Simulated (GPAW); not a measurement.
**Near-edge structure at the O K edge of SnO2 (R-3m)**

What does one-electron theory with a core hole give for the O K edge of SnO2 (R-3m)?

Method: X-ray absorption from dipole matrix elements to empty bands, plane-wave PAW LDA, in GPAW 26.7.0.

This is a report of a sequence of runs, with most program output left out.

### Step 1. Starting point

Symmetry: R-3m, No. 166, trigonal system. The conventional cell has a = 3.234 Å, b = 3.234 Å, c = 14.402 Å, α = 90.00°, β = 90.00°, γ = 120.00°. Sn has 6 O at 2.13 Å nearest. Nearest to O lie 3 Sn at 2.13 Å. Farther neighbours and most contacts between anions are not listed.

### Step 2. Ground state of the crystal

A plain self-consistent run shows whether there is a gap, which decides the set-up of the core-hole run.

File scf.py:

```python
import numpy as np
from ase import Atoms
from ase.parallel import parprint, paropen
from gpaw import GPAW, PW, FermiDirac, Mixer, MixerDif, setup_paths
from gpaw.test import gen
setup_paths.insert(0, '.')
gen('O', name='nch1s', xcname='LDA', corehole=(1, 0, 0), write_xml=True)
from gpaw.mpi import world
world.barrier()

atoms = Atoms('SnO2',
    cell=[[1.61709308, 0.93362912, 4.80059258],
     [-1.61709308, 0.93362912, 4.80059258],
     [0, -1.86725824, 4.80059258]],
    scaled_positions=[[0.5, 0.5, 0.5],
     [0.76283, 0.76283, 0.76283],
     [0.23717, 0.23717, 0.23717]],
    pbc=True)
atoms.calc = calc = GPAW(legacy_gpaw=True, mode=PW(500), xc='LDA', setups={1: 'nch1s'},
    kpts={'size': (9, 9, 9), 'gamma': True}, occupations=FermiDirac(0.05),
    charge=0, mixer=Mixer(0.1, 5, 50), maxiter=150,
    convergence={'density': 0.0001}, txt='scf.txt')
energy = atoms.get_potential_energy() + calc.get_reference_energy()
ef = calc.get_fermi_level()
out = dict(energy=energy, fermi=ef, forces=atoms.get_forces().tolist())
parprint(f'all-electron energy {energy:.4f} eV, Fermi level {ef:.4f} eV')
ev = np.array([[calc.get_eigenvalues(k, s) for k in range(len(calc.get_ibz_k_points()))] for s in range(calc.get_number_of_spins())])
out['homo'], out['lumo'], out['counts'] = ev[ev < ef].max(), ev[ev > ef].min(), sorted(set((ev < ef).sum((0, 2)).tolist()))
out['filled'] = (ev[:, 0] < ef).sum(1).tolist()
import json
with paropen('out.json', 'w') as f:
    json.dump(out, f)
```

Command:

```sh
> OMP_NUM_THREADS=1 mpirun -n 4 gpaw python scf.py
```

Elapsed: 35 s, on 4 MPI ranks of Arm Neoverse V2, shared host; peak memory 0.22 GiB; 2.3 min of CPU time.

The mesh shows a gap of 1.76 eV, so the hole is first treated in a charged cell, without the excited electron.

### Step 3. Spectrum without a core hole, O atom 2

This cheap baseline ignores the attraction of the hole: it shows the absorber's empty states as they are in the ground state. The data set with a hole of occupation 0 only carries the core orbital.

The absorber has 3 Sn at 2.13 Å (pyramidal, site symmetry 3m).

File xas.py:

```python
import numpy as np
from ase import Atoms
from ase.parallel import parprint, paropen
from gpaw import GPAW, PW, FermiDirac, Mixer, MixerDif, setup_paths
from gpaw.test import gen
setup_paths.insert(0, '.')
gen('O', name='nch1s', xcname='LDA', corehole=(1, 0, 0), write_xml=True)
from gpaw.mpi import world
world.barrier()

atoms = Atoms('SnO2',
    cell=[[1.61709308, 0.93362912, 4.80059258],
     [-1.61709308, 0.93362912, 4.80059258],
     [0, -1.86725824, 4.80059258]],
    scaled_positions=[[0.5, 0.5, 0.5],
     [0.76283, 0.76283, 0.76283],
     [0.23717, 0.23717, 0.23717]],
    pbc=True)
atoms.calc = calc = GPAW(legacy_gpaw=True, mode=PW(500), xc='LDA', setups={1: 'nch1s'},
    kpts={'size': (9, 9, 9), 'gamma': True}, occupations=FermiDirac(0.02),
    charge=0, mixer=Mixer(0.1, 5, 50), maxiter=150,
    convergence={'density': 0.0001}, txt='scf.txt')
energy = atoms.get_potential_energy() + calc.get_reference_energy()
ef = calc.get_fermi_level()
out = dict(energy=energy, fermi=ef, forces=atoms.get_forces().tolist())
parprint(f'all-electron energy {energy:.4f} eV, Fermi level {ef:.4f} eV')
ev = np.array([[calc.get_eigenvalues(k, s) for k in range(len(calc.get_ibz_k_points()))] for s in range(calc.get_number_of_spins())])
out['homo'], out['lumo'], out['counts'] = ev[ev < ef].max(), ev[ev > ef].min(), sorted(set((ev < ef).sum((0, 2)).tolist()))
out['filled'] = (ev[:, 0] < ef).sum(1).tolist()

from ase.units import Ha
from gpaw.xas import dipole_matrix_elements
nb = int(calc.get_number_of_electrons() / 2) + 29
top = nb
nscf = calc.fixed_density(kpts={'size': (7, 7, 7), 'gamma': True},
    convergence={'eigenstates': 1.0}, txt='nscf.txt')
nscf.diagonalize_full_hamiltonian(nbands=nb)
cell = atoms.cell.array
ops = [cell.T @ U.T @ np.linalg.inv(cell.T) for U in nscf.wfs.kd.symmetry.op_scc]
filled = [13]  # bands filled in the ground state, by spin
E = np.arange(-25, 34, 0.1)
fwhm = np.interp(E, [4, 25], [0.9, 3.5])
Y, X, zero, highest = 0, 0, 1e9, 1e9
for spin in range(nscf.get_number_of_spins()):
    wfs = nscf.wfs
    A = dipole_matrix_elements(wfs.setups[1])
    eps = np.zeros((wfs.kd.nibzkpts, nb))
    d = np.zeros((3, A.shape[1], wfs.kd.nibzkpts, nb), complex)
    for kpt in wfs.kpt_u:
        if kpt.s == spin and 1 in kpt.P_ani:
            eps[kpt.k] = kpt.eps_n * Ha
            d[:, :, kpt.k] = (kpt.weight * wfs.nspins / 2) ** 0.5 * np.inner(A, kpt.P_ani[1])
    world.sum(eps)
    world.sum(d)
    T = np.einsum('amkn,bmkn->abkn', d, d.conj()).real
    T = sum(np.einsum('ai,ijkn,bj->abkn', R, T, R) for R in ops) / len(ops)
    empty = np.ones_like(eps, bool) & (np.arange(nb) >= filled[spin])
    zero, highest = min(zero, eps[empty].min()), min(highest, eps[:, top - 1].min())
    lines = [(eps, T, empty)] if spin == 0 else lines + [(eps, T, empty)]
for eps, T, empty in lines:
    f = np.einsum('aakn->akn', T).reshape(3, -1)
    x = eps.ravel() - zero
    w = np.interp(x, E, fwhm) / 2.35482
    g = np.exp(-0.5 * ((E[:, None] - x) / w) ** 2) / (w * (2 * np.pi) ** 0.5)
    Y = Y + (f * empty.ravel()) @ g.T
    X = X + (f * ~empty.ravel()) @ g.T
out.update(E=E.round(2).tolist(), xas=Y.tolist(), xes=X.tolist(), zero=zero, valid=highest - zero, nk=len(eps), nb=nb)
for i in range(0, len(E), 10):
    parprint(f'{E[i]:7.2f}', *(f'{v:10.3e}' for v in Y[:, i]))
import json
with paropen('out.json', 'w') as f:
    json.dump(out, f)
```

Command:

```sh
> OMP_NUM_THREADS=1 mpirun -n 4 gpaw python xas.py
```

Wall time 2.1 min (4 MPI ranks); peak memory 0.41 GiB.

The O K spectrum, O atom 2, no core hole (energy from the lowest empty level; intensity scaled to a mean of 1 over the first 20 eV; polarised curves are means over the symmetry-equivalent atoms):

```tsv
E (eV)	isotropic	ε ⊥ c	ε ∥ c
-2.0	0.00	0.00	0.00
-1.5	0.00	0.00	0.00
-1.0	0.00	0.00	0.00
-0.5	0.00	0.00	0.01
0.0	0.02	0.00	0.06
0.5	0.08	0.04	0.16
1.0	0.27	0.18	0.45
1.5	0.45	0.30	0.74
2.0	0.63	0.57	0.77
2.5	1.35	1.54	0.96
3.0	2.33	3.03	0.91
3.5	2.84	3.96	0.61
4.0	1.69	2.33	0.41
4.5	0.63	0.71	0.46
5.0	0.47	0.41	0.59
5.5	0.66	0.60	0.79
6.0	0.70	0.67	0.76
6.5	0.87	0.99	0.64
7.0	1.45	1.81	0.72
7.5	2.01	2.52	0.98
8.0	2.06	2.57	1.04
8.5	1.92	2.35	1.04
9.0	2.11	2.47	1.40
9.5	2.53	2.71	2.17
10.0	2.62	2.48	2.89
10.5	2.20	1.79	3.01
11.0	1.53	1.08	2.43
11.5	0.93	0.59	1.61
12.0	0.54	0.33	0.96
12.5	0.34	0.21	0.58
13.0	0.25	0.16	0.41
13.5	0.22	0.15	0.35
14.0	0.24	0.18	0.38
14.5	0.30	0.22	0.46
15.0	0.38	0.29	0.57
15.5	0.47	0.36	0.68
16.0	0.54	0.41	0.79
16.5	0.58	0.44	0.88
17.0	0.61	0.45	0.93
17.5	0.61	0.44	0.94
18.0	0.59	0.44	0.90
18.5	0.56	0.44	0.82
19.0	0.53	0.45	0.71
19.5	0.51	0.47	0.59
20.0	0.50	0.50	0.49
20.5	0.50	0.54	0.42
21.0	0.52	0.58	0.39
21.5	0.55	0.63	0.39
22.0	0.58	0.67	0.40
22.5	0.62	0.72	0.42
23.0	0.66	0.77	0.44
23.5	0.71	0.82	0.48
24.0	0.77	0.89	0.52
24.5	0.84	0.97	0.57
25.0	0.92	1.06	0.63
25.5	1.00	1.16	0.69
26.0	1.07	1.24	0.75
26.5	1.12	1.29	0.80
27.0	1.15	1.30	0.84
27.5	1.14	1.27	0.87
28.0	1.10	1.21	0.90
28.5	1.05	1.12	0.91
29.0	0.98	1.01	0.92
29.5	0.92	0.91	0.93
30.0	0.86	0.81	0.94
30.5	0.81	0.74	0.94
31.0	0.78	0.70	0.94
31.5	0.76	0.68	0.93
32.0	0.76	0.68	0.92
```

Main maxima below 24 eV (height): 3.4 eV (2.88), 7.8 eV (2.10), 9.8 eV (2.64) and 17.3 eV (0.61). A K edge sees empty p states on the absorber.

The same matrix elements for filled bands give the O K emission of O atom 2 (ground-state approximation; energy from the lowest empty level, largest value 1):

```tsv
E (eV)	emission
-24.00	0.00
-23.25	0.00
-22.50	0.00
-21.75	0.01
-21.00	0.00
-20.25	0.00
-19.50	0.00
-18.75	0.00
-18.00	0.00
-17.25	0.00
-16.50	0.00
-15.75	0.00
-15.00	0.00
-14.25	0.00
-13.50	0.00
-12.75	0.00
-12.00	0.00
-11.25	0.00
-10.50	0.00
-9.75	0.00
-9.00	0.01
-8.25	0.10
-7.50	0.08
-6.75	0.06
-6.00	0.22
-5.25	0.34
-4.50	0.35
-3.75	0.39
-3.00	0.60
-2.25	0.99
-1.50	0.34
-0.75	0.01
0.00	0.00
0.75	0.00
1.50	0.00
2.25	0.00
3.00	0.00
```

Emission maxima: -2.2 eV (1.00).

### Step 4. Supercell without a hole, the energy reference

The photon energy needs a difference of total energies, so the cell and mesh of the coming hole run are first run without a hole.

Edit scf.py of step 2 so:

```diff
@@ -10,12 +10,30 @@
 
-atoms = Atoms('SnO2',
-    cell=[[1.61709308, 0.93362912, 4.80059258],
-     [-1.61709308, 0.93362912, 4.80059258],
-     [0, -1.86725824, 4.80059258]],
+atoms = Atoms('Sn7O14',
+    cell=[[4.85127923, -0.93362912, -4.80059258],
+     [-3.23418615, -3.73451649, -4.80059258],
+     [-1.61709308, 4.66814561, -4.80059258]],
     scaled_positions=[[0.5, 0.5, 0.5],
+     [0.64285714, 0.07142857, 0.78571429],
+     [0.07142857, 0.78571429, 0.64285714],
+     [0.78571429, 0.64285714, 0.07142857],
+     [0.21428571, 0.35714286, 0.92857143],
+     [0.92857143, 0.21428571, 0.35714286],
+     [0.35714286, 0.92857143, 0.21428571],
+     [0.23717, 0.23717, 0.23717],
+     [0.38002714, 0.80859857, 0.52288429],
+     [0.80859857, 0.52288429, 0.38002714],
+     [0.52288429, 0.38002714, 0.80859857],
+     [0.95145571, 0.09431286, 0.66574143],
+     [0.66574143, 0.95145571, 0.09431286],
+     [0.09431286, 0.66574143, 0.95145571],
      [0.76283, 0.76283, 0.76283],
-     [0.23717, 0.23717, 0.23717]],
+     [0.90568714, 0.33425857, 0.04854429],
+     [0.33425857, 0.04854429, 0.90568714],
+     [0.04854429, 0.90568714, 0.33425857],
+     [0.47711571, 0.61997286, 0.19140143],
+     [0.19140143, 0.47711571, 0.61997286],
+     [0.61997286, 0.19140143, 0.47711571]],
     pbc=True)
-atoms.calc = calc = GPAW(legacy_gpaw=True, mode=PW(500), xc='LDA', setups={1: 'nch1s'},
-    kpts={'size': (9, 9, 9), 'gamma': True}, occupations=FermiDirac(0.05),
+atoms.calc = calc = GPAW(legacy_gpaw=True, mode=PW(500), xc='LDA', setups={7: 'nch1s'},
+    kpts={'size': (3, 3, 3), 'gamma': True}, occupations=FermiDirac(0.02),
     charge=0, mixer=Mixer(0.1, 5, 50), maxiter=150,
```

Command:

```sh
> OMP_NUM_THREADS=1 mpirun -n 4 gpaw python scf.py
```

The job ended after 1.8 min (4 MPI ranks; peak memory 0.42 GiB; 7.2 min of CPU time).

Reference energy: -1203592.303 eV with the cores included.

### Step 5. Spectrum with FCH, O atom 2

The holes are 6.9 Å apart. In GPAW the data set carries the hole's charge, so charge=0 means a charged cell and charge=-1 a neutral one. The excited electron is left out and a uniform background balances the charge. After the field has converged, empty bands are computed with the density fixed and the dipole matrix elements are summed.

Edit xas.py of step 3 so:

```diff
@@ -6,3 +6,3 @@
 setup_paths.insert(0, '.')
-gen('O', name='nch1s', xcname='LDA', corehole=(1, 0, 0), write_xml=True)
+gen('O', name='fch1s', xcname='LDA', corehole=(1, 0, 1), write_xml=True)
 from gpaw.mpi import world
@@ -10,12 +10,30 @@
 
-atoms = Atoms('SnO2',
-    cell=[[1.61709308, 0.93362912, 4.80059258],
-     [-1.61709308, 0.93362912, 4.80059258],
-     [0, -1.86725824, 4.80059258]],
+atoms = Atoms('Sn7O14',
+    cell=[[4.85127923, -0.93362912, -4.80059258],
+     [-3.23418615, -3.73451649, -4.80059258],
+     [-1.61709308, 4.66814561, -4.80059258]],
     scaled_positions=[[0.5, 0.5, 0.5],
+     [0.64285714, 0.07142857, 0.78571429],
+     [0.07142857, 0.78571429, 0.64285714],
+     [0.78571429, 0.64285714, 0.07142857],
+     [0.21428571, 0.35714286, 0.92857143],
+     [0.92857143, 0.21428571, 0.35714286],
+     [0.35714286, 0.92857143, 0.21428571],
+     [0.23717, 0.23717, 0.23717],
+     [0.38002714, 0.80859857, 0.52288429],
+     [0.80859857, 0.52288429, 0.38002714],
+     [0.52288429, 0.38002714, 0.80859857],
+     [0.95145571, 0.09431286, 0.66574143],
+     [0.66574143, 0.95145571, 0.09431286],
+     [0.09431286, 0.66574143, 0.95145571],
      [0.76283, 0.76283, 0.76283],
-     [0.23717, 0.23717, 0.23717]],
+     [0.90568714, 0.33425857, 0.04854429],
+     [0.33425857, 0.04854429, 0.90568714],
+     [0.04854429, 0.90568714, 0.33425857],
+     [0.47711571, 0.61997286, 0.19140143],
+     [0.19140143, 0.47711571, 0.61997286],
+     [0.61997286, 0.19140143, 0.47711571]],
     pbc=True)
-atoms.calc = calc = GPAW(legacy_gpaw=True, mode=PW(500), xc='LDA', setups={1: 'nch1s'},
-    kpts={'size': (9, 9, 9), 'gamma': True}, occupations=FermiDirac(0.02),
+atoms.calc = calc = GPAW(legacy_gpaw=True, mode=PW(500), xc='LDA', setups={7: 'fch1s'},
+    kpts={'size': (3, 3, 3), 'gamma': True}, occupations=FermiDirac(0.02),
     charge=0, mixer=Mixer(0.1, 5, 50), maxiter=150,
@@ -32,11 +50,10 @@
 from gpaw.xas import dipole_matrix_elements
-nb = int(calc.get_number_of_electrons() / 2) + 29
-top = nb
-nscf = calc.fixed_density(kpts={'size': (7, 7, 7), 'gamma': True},
-    convergence={'eigenstates': 1.0}, txt='nscf.txt')
-nscf.diagonalize_full_hamiltonian(nbands=nb)
+nb = int(calc.get_number_of_electrons() / 2) + 183
+top, nb = nb, nb + 8 + nb // 12
+nscf = calc.fixed_density(kpts={'size': (3, 3, 3), 'gamma': True}, nbands=nb,
+    convergence={'bands': top, 'eigenstates': 1e-5}, maxiter=60, txt='nscf.txt')
 cell = atoms.cell.array
 ops = [cell.T @ U.T @ np.linalg.inv(cell.T) for U in nscf.wfs.kd.symmetry.op_scc]
-filled = [13]  # bands filled in the ground state, by spin
-E = np.arange(-25, 34, 0.1)
+filled = [91]  # bands filled in the ground state, by spin
+E = np.arange(-6, 34, 0.1)
 fwhm = np.interp(E, [4, 25], [0.9, 3.5])
@@ -45,3 +62,3 @@
     wfs = nscf.wfs
-    A = dipole_matrix_elements(wfs.setups[1])
+    A = dipole_matrix_elements(wfs.setups[7])
     eps = np.zeros((wfs.kd.nibzkpts, nb))
@@ -49,5 +66,5 @@
     for kpt in wfs.kpt_u:
-        if kpt.s == spin and 1 in kpt.P_ani:
+        if kpt.s == spin and 7 in kpt.P_ani:
             eps[kpt.k] = kpt.eps_n * Ha
-            d[:, :, kpt.k] = (kpt.weight * wfs.nspins / 2) ** 0.5 * np.inner(A, kpt.P_ani[1])
+            d[:, :, kpt.k] = (kpt.weight * wfs.nspins / 2) ** 0.5 * np.inner(A, kpt.P_ani[7])
     world.sum(eps)
```

Command:

```sh
> OMP_NUM_THREADS=1 mpirun -n 4 gpaw python xas.py
```

The job ended after 6.8 min (4 MPI ranks; peak memory 0.74 GiB; 27 min of CPU time).

The O K spectrum, O atom 2, full core hole (charged cell) (energy from the lowest empty level; intensity scaled to a mean of 1 over the first 20 eV; polarised curves are means over the symmetry-equivalent atoms):

```tsv
E (eV)	isotropic	ε ⊥ c	ε ∥ c
-2.0	0.00	0.00	0.00
-1.4	0.00	0.00	0.00
-0.8	0.00	0.00	0.00
-0.2	0.01	0.00	0.02
0.4	0.07	0.04	0.13
1.0	0.32	0.19	0.58
1.6	0.86	0.82	0.93
2.2	2.75	3.71	0.82
2.8	3.02	4.30	0.47
3.4	1.49	1.98	0.53
4.0	0.71	0.84	0.45
4.6	0.40	0.31	0.59
5.2	0.71	0.56	1.00
5.8	1.05	0.98	1.21
6.4	1.64	1.92	1.06
7.0	2.34	2.95	1.13
7.6	2.28	2.75	1.34
8.2	1.80	1.93	1.56
8.8	1.70	1.58	1.95
9.4	1.87	1.51	2.60
10.0	1.65	1.14	2.68
10.6	1.08	0.67	1.90
11.2	0.60	0.37	1.05
11.8	0.35	0.23	0.59
12.4	0.23	0.16	0.37
13.0	0.19	0.13	0.29
13.6	0.20	0.15	0.31
14.2	0.27	0.19	0.41
14.8	0.38	0.28	0.57
15.4	0.51	0.39	0.75
16.0	0.63	0.48	0.91
16.6	0.69	0.53	1.01
17.2	0.70	0.55	1.01
17.8	0.69	0.57	0.92
18.4	0.66	0.59	0.80
19.0	0.64	0.63	0.67
19.6	0.64	0.68	0.55
20.2	0.67	0.77	0.47
20.8	0.73	0.87	0.44
21.4	0.80	0.98	0.45
22.0	0.89	1.09	0.49
22.6	0.97	1.18	0.55
23.2	1.05	1.27	0.62
23.8	1.14	1.36	0.71
24.4	1.24	1.45	0.81
25.0	1.33	1.54	0.92
25.6	1.39	1.58	1.02
26.2	1.41	1.57	1.10
26.8	1.38	1.48	1.16
27.4	1.30	1.35	1.20
28.0	1.21	1.19	1.23
28.6	1.11	1.04	1.24
29.2	1.02	0.90	1.24
29.8	0.94	0.80	1.23
30.4	0.89	0.73	1.21
31.0	0.86	0.70	1.17
31.6	0.85	0.72	1.11
```

Main maxima below 24 eV (height): 2.5 eV (3.36), 7.2 eV (2.42), 9.5 eV (1.87) and 17.1 eV (0.70). 

The hole costs E(hole) − E(ground) = 528.86 eV, and the lowest empty level of the hole cell on the spectrum's mesh lies at 4.50 eV, which puts the zero at 533.36 eV. One term is added: -8.83 eV, since the hole is spin-paired here and a spin-polarised one costs that much less in the free atom (computed apart). The photon energy is then 524.53 eV. The functional and the charged cell's background leave an error in such absolute values: in the free atom LDA prices this hole 4.1 eV below PBE (computed apart), and PBE is itself good to a few eV.

### Step 6. Spectrum with HCH, O atom 2

The holes are 6.9 Å apart. The data set carries half a charge, which charge=0 leaves uncompensated but for the background. Half a hole is Slater's transition state, a compromise that weakens the attraction. After the field has converged, empty bands are computed with the density fixed and the dipole matrix elements are summed.

Changed against the first core-hole run: core hole from full to half.

Edit xas.py of step 5 so:

```diff
@@ -6,3 +6,3 @@
 setup_paths.insert(0, '.')
-gen('O', name='fch1s', xcname='LDA', corehole=(1, 0, 1), write_xml=True)
+gen('O', name='hch1s', xcname='LDA', corehole=(1, 0, 0.5), write_xml=True)
 from gpaw.mpi import world
@@ -36,3 +36,3 @@
     pbc=True)
-atoms.calc = calc = GPAW(legacy_gpaw=True, mode=PW(500), xc='LDA', setups={7: 'fch1s'},
+atoms.calc = calc = GPAW(legacy_gpaw=True, mode=PW(500), xc='LDA', setups={7: 'hch1s'},
     kpts={'size': (3, 3, 3), 'gamma': True}, occupations=FermiDirac(0.02),
```

Elapsed: 6.8 min, on 4 MPI ranks; peak memory 0.74 GiB; 27 min of CPU time.

```tsv
E (eV)	first run	this run
-2.0	0.00	0.00
-1.0	0.00	0.00
0.0	0.01	0.01
1.0	0.32	0.28
2.0	2.03	1.10
3.0	2.47	3.04
4.0	0.71	1.07
5.0	0.56	0.51
6.0	1.19	0.89
7.0	2.34	1.96
8.0	1.95	2.16
9.0	1.76	2.01
10.0	1.65	2.10
11.0	0.73	1.04
12.0	0.30	0.38
13.0	0.19	0.20
14.0	0.24	0.24
15.0	0.42	0.39
16.0	0.63	0.57
17.0	0.70	0.64
18.0	0.68	0.62
19.0	0.64	0.57
20.0	0.66	0.55
21.0	0.75	0.61
22.0	0.89	0.70
23.0	1.03	0.81
24.0	1.17	0.94
25.0	1.33	1.10
26.0	1.41	1.24
27.0	1.36	1.25
28.0	1.21	1.16
29.0	1.04	1.01
30.0	0.92	0.88
31.0	0.86	0.81
32.0	0.85	0.80
```

Against the first run the r.m.s. difference is 26 %. A shift of +0.4 eV leaves 11 %. The highest intensity below 16 eV goes from 2.5 eV (3.36) to 3.0 eV (3.04).

### Step 7. Reference energy of the cell

The cell and mesh change for the next run, so it gets a reference energy of its own.

File scf.py:

```python
import numpy as np
from ase import Atoms
from ase.parallel import parprint, paropen
from gpaw import GPAW, PW, FermiDirac, Mixer, MixerDif, setup_paths
from gpaw.test import gen
setup_paths.insert(0, '.')
gen('O', name='nch1s', xcname='LDA', corehole=(1, 0, 0), write_xml=True)
from gpaw.mpi import world
world.barrier()

atoms = Atoms('SnO2',
    cell=[[-3.23418615, 0, 0],
     [1.61709308, -2.80088737, 0],
     [1.61709308, 0.93362912, 4.80059258]],
    scaled_positions=[[0, 0.5, 0.5],
     [0.52566, 0.76283, 0.28849],
     [0.47434, 0.23717, 0.71151]],
    pbc=True)
atoms.calc = calc = GPAW(legacy_gpaw=True, mode=PW(500), xc='LDA', setups={1: 'nch1s'},
    kpts={'size': (6, 6, 6), 'gamma': True}, occupations=FermiDirac(0.02),
    charge=0, mixer=Mixer(0.1, 5, 50), maxiter=150,
    convergence={'density': 0.0001}, txt='scf.txt')
energy = atoms.get_potential_energy() + calc.get_reference_energy()
ef = calc.get_fermi_level()
out = dict(energy=energy, fermi=ef, forces=atoms.get_forces().tolist())
parprint(f'all-electron energy {energy:.4f} eV, Fermi level {ef:.4f} eV')
ev = np.array([[calc.get_eigenvalues(k, s) for k in range(len(calc.get_ibz_k_points()))] for s in range(calc.get_number_of_spins())])
out['homo'], out['lumo'], out['counts'] = ev[ev < ef].max(), ev[ev > ef].min(), sorted(set((ev < ef).sum((0, 2)).tolist()))
out['filled'] = (ev[:, 0] < ef).sum(1).tolist()
import json
with paropen('out.json', 'w') as f:
    json.dump(out, f)
```

Command:

```sh
> OMP_NUM_THREADS=1 mpirun -n 4 gpaw python scf.py
```

The job ended after 11 s (4 MPI ranks; peak memory 0.19 GiB; 46 s of CPU time).

(Continued in part 2 of 2.)

[Logs are printed without paths, hosts, clocks, repeated set-up lines and the standing remarks that a program may print on its own settings, such as how far it seeks lower states.]

[Hosts, paths, dates, database ids (printed as entryN), source tags and the programs' standing remarks are cut or masked in the printed files.]

[Lists of maxima count a maximum above −3 eV only where it reaches 4 % of the highest in the window and stands out from its surroundings by 2 % of it (1.5 % where it reaches 55 %); shoulders and weaker maxima are passed over, and of the rest the first, up to two pre-edge ones and the few strongest are named.]
